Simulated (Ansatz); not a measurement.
# SnPt3 (Pm-3m): phonon-mediated transition temperature, part 2 of 2

Wanted: λ, ω_log and Tc of SnPt3 (Pm-3m). The cell shown first is a relaxed one, from steps not shown here.

Ansatz 0.2.0; DFT PBEsol, scalar-relativistic, plane waves, PAW.

So far, coupling constant λ: step 2 (electron–phonon run: Fermi–Dirac smearing of 0.25 eV) 0.213. Also log mean phonon energy ħω_log (meV): step 2 7.67.

## Step 3: Electron–phonon run: Fermi–Dirac smearing of 0.25 eV (run 2)

A wider smearing, here an electronic temperature near 2,900 K, can hold a lattice whose soft mode comes from sharp features of the Fermi surface; what follows then describes hot electrons.

input.yaml reads:

```yaml
crystal:
  lattice:
    - [4.0063054515, 0.0, 0.0]
    - [0.0, 4.0063054515, 0.0]
    - [0.0, 0.0, 4.0063054515]
  atoms:
    - { symbol: Sn, position: [0.0, 0.0, 0.0] }
    - { symbol: Pt, position: [0.0, 0.5, 0.5] }
    - { symbol: Pt, position: [0.5, 0.0, 0.5] }
    - { symbol: Pt, position: [0.5, 0.5, 0.0] }
kpoints:
  mp_grid: { grid: [8, 8, 8] }
hamiltonian:
  xc: pbesol
scf:
  occupations: { method: fermi_dirac, width: 0.25 }
output:
  eigenvalues: true
phonons:
  method: dfpt
  qmesh: [2, 2, 2]
  temperatures: { t_max: 1000, t_step: 50 }
  qpath:
    path:
      - [[0.0, 0.0, 0.0], [0.0, 0.5, 0.0], [0.5, 0.5, 0.0], [0.0, 0.0, 0.0], [0.5, 0.5, 0.5], [0.0, 0.5, 0.0]]
      - [[0.5, 0.5, 0.5], [0.5, 0.5, 0.0]]
    npoints: 10
  electrical_resistivity:
    mesh: [12, 12, 12]
    temperatures: [20.0, 50.0, 77.0, 100.0, 150.0, 200.0, 300.0, 400.0, 600.0, 800.0]
  superconductivity: { mesh: [12, 12, 12] }
```

Run with:

```
ansatz run input.yaml --threads 4 --pin off --max-ram 10240MiB --backend cpu --events-out ev --progress --plain --runs-dir out
```

Numbers of over 12 decimals in the logs are rounded to 6 here.

Output:

```text
[...]
Crystal: 4 atoms, lattice volume = 64.303 Å³
Basis set: ecut = 420 eV, 1237 PW (Γ), exchange–correlation on 54×54×54 points (8 copies of the dense FFT grid, shifted against one another)
Bands: 43, of which v1, the nominal top of the filled ones, is band 34 counted from 1 (33 counted from 0)
Symmetry: 48 space group operations
k-points: 35 of 512
[...]
SCF iter   1: F=—  HF=-43102.963934 eV  |F-HF|=—  |Δ(HF+E_count)|=         —  Δρ=5.33e-3  dr2=1.52e-2  ethr=1.77e-3  ⟨swp⟩=6.9  Hψ=5892  notcnv=0
[...]
SCF iter  10: F=-43102.960023 eV  HF=-43102.960023 eV  |F-HF|=7.28e-12  |Δ(HF+E_count)|=  1.46e-11  Δρ=1.99e-8  dr2=1.25e-13  ethr=1.00e-12  ⟨swp⟩=5.3  Hψ=5652  notcnv=0
SCF 1 converged in 10 iterations: F = -43102.960023 eV  dr2 = 1.25e-13
[...]
SCF iter   7: F=-43102.960023 eV  HF=-43102.960023 eV  |F-HF|=7.28e-12  |Δ(HF+E_count)|=  2.91e-11  Δρ=1.25e-8  dr2=8.85e-14  ethr=1.00e-12  ⟨swp⟩=1.0  Hψ=3150  notcnv=0
SCF 2 converged in 7 iterations: F = -43102.960023 eV  dr2 = 8.85e-14
[...]
NSCF: frozen V_eff on 35 k-points
[...]
SCF iter   1: F=—  HF=-43102.963934 eV  |F-HF|=—  |Δ(HF+E_count)|=         —  Δρ=5.33e-3  dr2=1.52e-2  ethr=1.77e-3  ⟨swp⟩=6.9  Hψ=5892  notcnv=0
[...]
SCF iter  10: F=-43102.960023 eV  HF=-43102.960023 eV  |F-HF|=7.28e-12  |Δ(HF+E_count)|=  1.46e-11  Δρ=1.90e-8  dr2=1.16e-13  ethr=1.00e-12  ⟨swp⟩=2.1  Hψ=2683  notcnv=0
SCF 3 converged in 10 iterations: F = -43102.960023 eV  dr2 = 1.16e-13
[...]
SCF converged after 10 iterations
Free energy (F): -43102.960023 eV
[...]
Internal energy: -43102.631914 eV  (E = F + TS)
E sigma→0 (E₀):  -43102.795968 eV
Entropy (-TS):   -0.328109 eV (-82.027 meV/atom)
Fermi energy:    21.507226 eV
[...]
--- Band table (eV; the first three rows and the last of 35) ---
  k-point 0: bands = [... 30 lower, 20.1688, 20.1688, 21.0061, 21.5373, 21.5373, 21.5373, 24.3460, 27.6309, ... 5 higher]
  k-point 1: bands = [... 30 lower, 20.2028, 20.2028, 20.8370, 21.5378, 21.8561, 21.8561, 24.6613, 27.4171, ... 5 higher]
  k-point 2: bands = [... 30 lower, 19.8009, 20.0452, 20.4380, 21.5391, 22.9203, 22.9203, 24.1878, 27.4897, ... 5 higher]
  k-point 34: bands = [... 30 lower, 19.3257, 19.3257, 20.6090, 21.0876, 21.0876, 21.0876, 22.3374, 25.0202, ... 5 higher]
[...]
ASR residual: 3.683e-4 → 0.000e0 eV/Å²; symmetrization residual: 4.067e-7 eV/Å²
  ASR residual per site (eV/Å²): 1.25e-4 3.68e-4 3.68e-4 3.68e-4
[...]
--- Phonons (arbitrary-q DFPT): 4 irreducible q on the 2×2×2 mesh ---
[...]
interpolated dispersion: 62 rows × 12 modes
[...]
--- Electrical resistivity: potentials and phonons of a 2×2×2 supercell ---
[...]
at the Fermi level of each mesh (of a tensor a third of its trace):
[...]
12×12×12                     0.6307              2.4345    0.2224    0.2655           7.232
          6×6×6                     0.2800              2.2269    0.1050    0.1302           8.225
          3×3×3                    53.2678              2.8452    0.3992   41.6460           8.244
  resistivity on the deck's mesh, µΩ·cm:
[...]
20.00     8.0737e-1              no     8.0738e-1     8.0737e-1     8.0737e-1        1.2146e0         7.9705e-1
     50.00      5.5745e0              no      5.5745e0      5.5745e0      5.5745e0        6.6289e0          5.5511e0
     77.00      1.0484e1              no      1.0484e1      1.0484e1      1.0484e1        1.1960e1          1.0531e1
    100.00      1.4534e1              no      1.4534e1      1.4534e1      1.4534e1        1.6386e1          1.4644e1
    150.00      2.2926e1              no      2.2926e1      2.2926e1      2.2926e1        2.5650e1          2.3159e1
    200.00      3.0945e1              no      3.0945e1      3.0945e1      3.0945e1        3.4592e1          3.1294e1
    300.00      4.6253e1              no      4.6253e1      4.6253e1      4.6253e1        5.2023e1          4.6793e1
    400.00      6.0814e1              no      6.0814e1      6.0814e1      6.0814e1        6.9244e1          6.1460e1
    600.00      8.7811e1              no      8.7811e1      8.7811e1      8.7811e1        1.0277e2          8.8331e1
    800.00      1.1186e2              no      1.1186e2      1.1186e2      1.1186e2        1.3440e2          1.1196e2
[...]
vibrations of 8 cells: unjudged by the run; compare a larger repeat
[...]
--- Superconductivity: potentials and phonons of a 2×2×2 supercell ---
           mesh         λ    ħω_log (meV)  μ* declared at (meV)
       12×12×12    0.2224           7.232                9.615
          6×6×6    0.1050           8.225               10.520
          3×3×3    0.3992           8.244                9.651
  λ by the species' shares of the modes' patterns: Sn 0.0256, Pt 0.1968
[...]
0.08      0.004         0.004    none_found    none_found    none_found    none_found     none_found
      0.10      0.001         0.001    none_found    none_found    none_found    none_found     none_found
      0.12      0.000         0.000    none_found    none_found    none_found    none_found     none_found
      0.13      0.000         0.000    none_found    none_found    none_found    none_found     none_found
      0.14      0.000         0.000    none_found    none_found    none_found    none_found     none_found
      0.16      0.000         0.000    none_found    none_found    none_found    none_found     none_found
      0.20          -             -    none_found    none_found    none_found    none_found     none_found
  none_found: no transition down to 0.1 K
[...]
not converged in the mesh (λ): between neighbouring meshes, the two finest first, λ moves by 52.78 % and 280.09 % and the anisotropic transition temperature over the full bandwidth at μ* = 0.13 by nothing (neither mesh has one) and (not known); converged means that the two finest part by at most 2.00 % and 5.00 %
  vibrations of 8 cells: unjudged by the run; compare a larger repeat
[...]
```

Wall time 4.5 min (4 threads of Arm Neoverse V2, shared host); peak memory 2.7 GiB; 17 min of CPU time.

This step gave:

```
zero point energy                    : 0.08074 eV/cell
resistivity at 300 K                 : 46.25 μΩ cm
coupling constant λ                  : 0.2224
density of states at the Fermi level : 0.6307 states/eV a spin and cell
log mean phonon energy ħω_log        : 7.232 meV
transport coupling constant λ_tr     : 0.2655, 0.2655, 0.2655 (xx, yy, zz)
Drude plasma energy                  : 2.434, 2.434, 2.434 eV (xx, yy, zz)
resistivity times mean free path     : 31.43, 31.43, 31.43 × 10⁻¹⁶ Ω m² (xx, yy, zz)
second-moment phonon energy ħω₂      : 9.615 meV
```

An empty cell: under 1 mK by a formula, or no transition down to the floor of the Eliashberg search. Transition temperatures:

| μ* | McMillan Tc (K) | Allen–Dynes Tc (K) |
| --- | --- | --- |
| 0.08 | 0.00439 | 0.00442 |
| 0.1 | - | - |
| 0.12 | - | - |
| 0.13 | - | - |
| 0.14 | - | - |
| 0.16 | - | - |
| 0.2 | - | - |

The Eliashberg function α²F has structure finer than the step of the table below, so its rows give means over 1 meV, whole bins alone (the curve runs from 0.087 to 22.3 meV). Peaks (meV: height): α²F 5.0: 0.101, 8.1: 0.0628, 11.1: 0.216, 20.9: 0.154; α²F tr 5.0: 0.131, 8.1: 0.0655, 11.1: 0.269, 20.7: 0.0962.

Eliashberg function α²F against phonon energy; means over each step:

| phonon energy (meV) | α²F | α²F tr |
| --- | --- | --- |
| 1 | 1.1e-4 | 2.8e-5 |
| 2 | 0.00302 | 0.00123 |
| 3 | 0.0236 | 0.0320 |
| 4 | 0.0602 | 0.0803 |
| 5 | 0.0919 | 0.117 |
| 6 | 0.0513 | 0.0637 |
| 7 | 0.0308 | 0.0341 |
| 8 | 0.0489 | 0.0509 |
| 9 | 0.0390 | 0.0417 |
| 10 | 0.0451 | 0.0473 |
| 11 | 0.144 | 0.182 |
| 12 | 0.122 | 0.142 |
| 13 | 0.0723 | 0.0686 |
| 14 | 0.0357 | 0.0436 |
| 15 | 0.0242 | 0.0331 |
| 16 | 0.0137 | 0.0216 |
| 17 | 0.00934 | 0.0187 |
| 18 | 0.00792 | 0.0117 |
| 19 | 0.0120 | 0.0123 |
| 20 | 0.0227 | 0.0300 |
| 21 | 0.0813 | 0.0580 |

The Eliashberg function α²F has structure finer than the step of the table below, so its rows give means over 0.5 meV, whole bins alone (the curve runs from 0.087 to 22.3 meV). Peaks (meV: height): α²F 4.99: 0.101, 8.13: 0.0628, 11.11: 0.216, 20.90: 0.154; Sn 10.93: 0.0189, 20.90: 0.109; Pt 4.99: 0.0978, 8.13: 0.0593, 11.11: 0.198, 20.90: 0.0454.

The Eliashberg function α²F by phonon energy; means over each step:

| phonon energy (meV) | α²F | Sn | Pt |
| --- | --- | --- | --- |
| 0.5 | 0 | 0 | 0 |
| 1.0 | 8.6e-5 | 0 | 8.6e-5 |
| 1.5 | 5.5e-4 | 8.8e-5 | 4.5e-4 |
| 2.0 | 0.00309 | 4.6e-4 | 0.00261 |
| 2.5 | 0.00617 | 9.6e-4 | 0.00523 |
| 3.0 | 0.0223 | 0.00153 | 0.0207 |
| 3.5 | 0.0462 | 0.00240 | 0.0438 |
| 4.0 | 0.0587 | 0.00286 | 0.0559 |
| 4.5 | 0.0795 | 0.00307 | 0.0765 |
| 5.0 | 0.0968 | 0.00327 | 0.0936 |
| 5.5 | 0.0810 | 0.00312 | 0.0779 |
| 6.0 | 0.0484 | 0.00264 | 0.0458 |
| 6.5 | 0.0335 | 0.00222 | 0.0313 |
| 7.0 | 0.0298 | 0.00197 | 0.0278 |
| 7.5 | 0.0342 | 0.00215 | 0.0320 |
| 8.0 | 0.0529 | 0.00301 | 0.0499 |
| 8.5 | 0.0524 | 0.00282 | 0.0496 |
| 9.0 | 0.0355 | 0.00183 | 0.0336 |
| 9.5 | 0.0308 | 0.00161 | 0.0291 |
| 10.0 | 0.0352 | 0.00295 | 0.0322 |
| 10.5 | 0.0979 | 0.00992 | 0.0880 |
| 11.0 | 0.169 | 0.0175 | 0.152 |
| 11.5 | 0.121 | 0.0156 | 0.105 |
| 12.0 | 0.127 | 0.0173 | 0.109 |
| 12.5 | 0.108 | 0.0142 | 0.0942 |
| 13.0 | 0.0718 | 0.0101 | 0.0617 |
| 13.5 | 0.0449 | 0.00964 | 0.0353 |
| 14.0 | 0.0343 | 0.0100 | 0.0243 |
| 14.5 | 0.0302 | 0.0102 | 0.0201 |
| 15.0 | 0.0250 | 0.00836 | 0.0166 |
| 15.5 | 0.0161 | 0.00653 | 0.00957 |
| 16.0 | 0.0139 | 0.00639 | 0.00752 |
| 16.5 | 0.0113 | 0.00582 | 0.00551 |
| 17.0 | 0.00860 | 0.00484 | 0.00378 |
| 17.5 | 0.0102 | 0.00565 | 0.00452 |
| 18.0 | 0.00772 | 0.00380 | 0.00392 |
| 18.5 | 0.00689 | 0.00218 | 0.00476 |
| 19.0 | 0.0128 | 0.00321 | 0.00958 |
| 19.5 | 0.0150 | 0.00479 | 0.0102 |
| 20.0 | 0.0198 | 0.00910 | 0.0107 |
| 20.5 | 0.0622 | 0.0410 | 0.0211 |
| 21.0 | 0.101 | 0.0642 | 0.0364 |
| 21.5 | 0.0266 | 0.00922 | 0.0173 |
| 22.0 | 0.00247 | 7.9e-4 | 0.00168 |

## Step 4: Results

```json
{
  "meshes": "q 2×2×2, k 8×8×8, scattering 12×12×12",
  "coupling constant λ": "0.222",
  "log mean phonon energy ħω_log": "7.23 meV"
}
```

In words: In the last run (PBEsol, q 2×2×2, k 8×8×8, scattering 12×12×12), with λ = 0.22 and ħω_log = 7.23 meV, Tc at μ* = 0.13 is under 1 mK by the formulas. In that run Allen and Dynes's formula gives no transition above 0.05 K at μ* = 0.10 or more. By the run's own test λ is not converged in the fine mesh: it moves by 53 % between the two finest, and by up to 717 % in the other runs. The run's transport test calls it not converged in the mesh; ρ(300 K) moves by 37 % in the component that moves most. Over the runs, λ takes the values 0.213 and 0.222, in the order shown. A wide smearing, an electronic temperature of thousands of kelvin, holds the lattice stable and may only mask the instability. No spin–orbit coupling, which matters for Pt. μ* is a typed number, phonons are harmonic, and spin fluctuations are left out; with λ this near or under μ*(1 + 0.62 λ), the formulas give Tc only to its order of magnitude, or none.

[Logs are printed without paths, hosts, clocks, repeated set-up lines and the standing remarks that a program may print on its own settings, such as how far it seeks lower states.]

[Hosts, paths, dates, database ids (printed as entryN), source tags and the programs' standing remarks are cut or masked in the printed files.]
